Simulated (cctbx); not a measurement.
**What is wrong with this refinement?**

Cell a = 13.4680 Å, b = 8.7990 Å, c = 9.2680 Å, α = 90.00°, β = 90.00°, γ = 90.00°; space group Cmcm (no. 63). The compound is La3RuS7.

The data are simulated with cctbx, not measured: synchrotron X-rays, λ = 0.7749 Å, to d = 0.8 Å, 95 % of the full sphere, strongest reflection 20000 counts, noise from counting, a 2 % proportional error and a noise floor of 4 counts (s.d.); no absorption.

An anisotropic refinement with weights 1/σ² prints:

```text
Rint 0.027, 620 unique reflections to 0.80 A
cycle     R1     wR2    GooF  max shift (A)
   1  0.1727  0.3702  18.384   0.02455
   2  0.1714  0.3592  17.835   0.00006
final R1 0.1714 wR2 0.3592 GooF 17.835  parameters 27  data/parameter 23.0
atom        x        y        z      Ueq    occ   su(xyz)  su(Uiso or U11)
La1    0.00000  0.00000  0.00000   0.0043  1.000  0.00000  0.0025
La2    0.28287  0.80916  0.25000   0.0021  1.000  0.00035  0.0017
Ru1    0.50000  0.00000  0.00000   0.0014  1.000  0.00000  0.0031  NPD
S1     0.37290  0.81988  0.53626   0.0044  1.000  0.00109  0.0046
S2     0.50000  0.91746  0.25000   0.0095  1.000  0.00257  0.0096
difference map: max 51.39 min -5.01 rms 1.96
Q1    0.1314  0.0224  0.2500    8   53.26  2.77 A from La2
Q2    0.2184  0.3099  0.2500    8   15.79  0.02 A from La2
Q3    0.0000  0.0000  0.0000    4   13.96  0.00 A from La1
Q4    0.0000  0.5000  0.0000    4    9.14  0.00 A from Ru1
Q5    0.1233  0.3307  0.9899   16    5.25  0.27 A from S1
Q6    0.0000  0.4321  0.2500    4    3.29  0.13 A from S2
```

**Question.** Can this result stand? If not, what is the likely fault?

Mend it. The fault: an atom left out, S at (0.8684, 0.0232, 1/4). Against the right model at the same level, R1 goes from 0.0085 to 0.1714 and GooF from 0.92 to 17.84, the top difference peak, 53.3 e/Å³, lies 2.77 Å from La2 and Ru1 goes non-positive-definite. Q1 is the missing atom. With scattering power missing, scale and phases suffer, so peaks may also grow on the heavy atoms.

The compound is La3RuS7. The right model at the same level gives:

```text
Rint 0.027, 620 unique reflections to 0.80 A
cycle     R1     wR2    GooF  max shift (A)
   1  0.0114  0.0250   1.250   0.00039
   2  0.0085  0.0184   0.917   0.00000
final R1 0.0085 wR2 0.0184 GooF 0.917  parameters 33  data/parameter 18.8
atom        x        y        z      Ueq    occ   su(xyz)  su(Uiso or U11)
La1    0.00000  0.00000  0.00000   0.0076  1.000  0.00000  0.0001
La2    0.28280  0.80930  0.25000   0.0056  1.000  0.00002  0.0001
Ru1    0.50000  0.00000  0.00000   0.0055  1.000  0.00000  0.0001
S1     0.37319  0.82217  0.53475   0.0077  1.000  0.00005  0.0002
S2     0.86844  0.02324  0.25000   0.0082  1.000  0.00008  0.0003
S3     0.50000  0.91788  0.25000   0.0128  1.000  0.00012  0.0005
difference map: max 0.37 min -0.37 rms 0.10
Q1    0.1696  0.0690  0.7500    8    0.38  0.96 A from S2
Q2    0.1134  0.4465  0.7500    8    0.36  1.94 A from S3
Q3    0.2365  0.1592  0.7500    8    0.34  0.68 A from La2
Q4    0.0000  0.3090  0.5115    8    0.34  1.68 A from Ru1
Q5    0.0000  0.1955  0.5132    8    0.34  1.72 A from La1
Q6    0.1371  0.3420  0.1706   16    0.31  1.34 A from La2
```

This is a model crystal, built by substitution and not relaxed, with assumed displacement parameters.

[Middle refinement cycles are left out of these outputs.]

[Logs are printed without paths, hosts, clocks, repeated set-up lines and the standing remarks that a program may print on its own settings, such as how far it seeks lower states.]
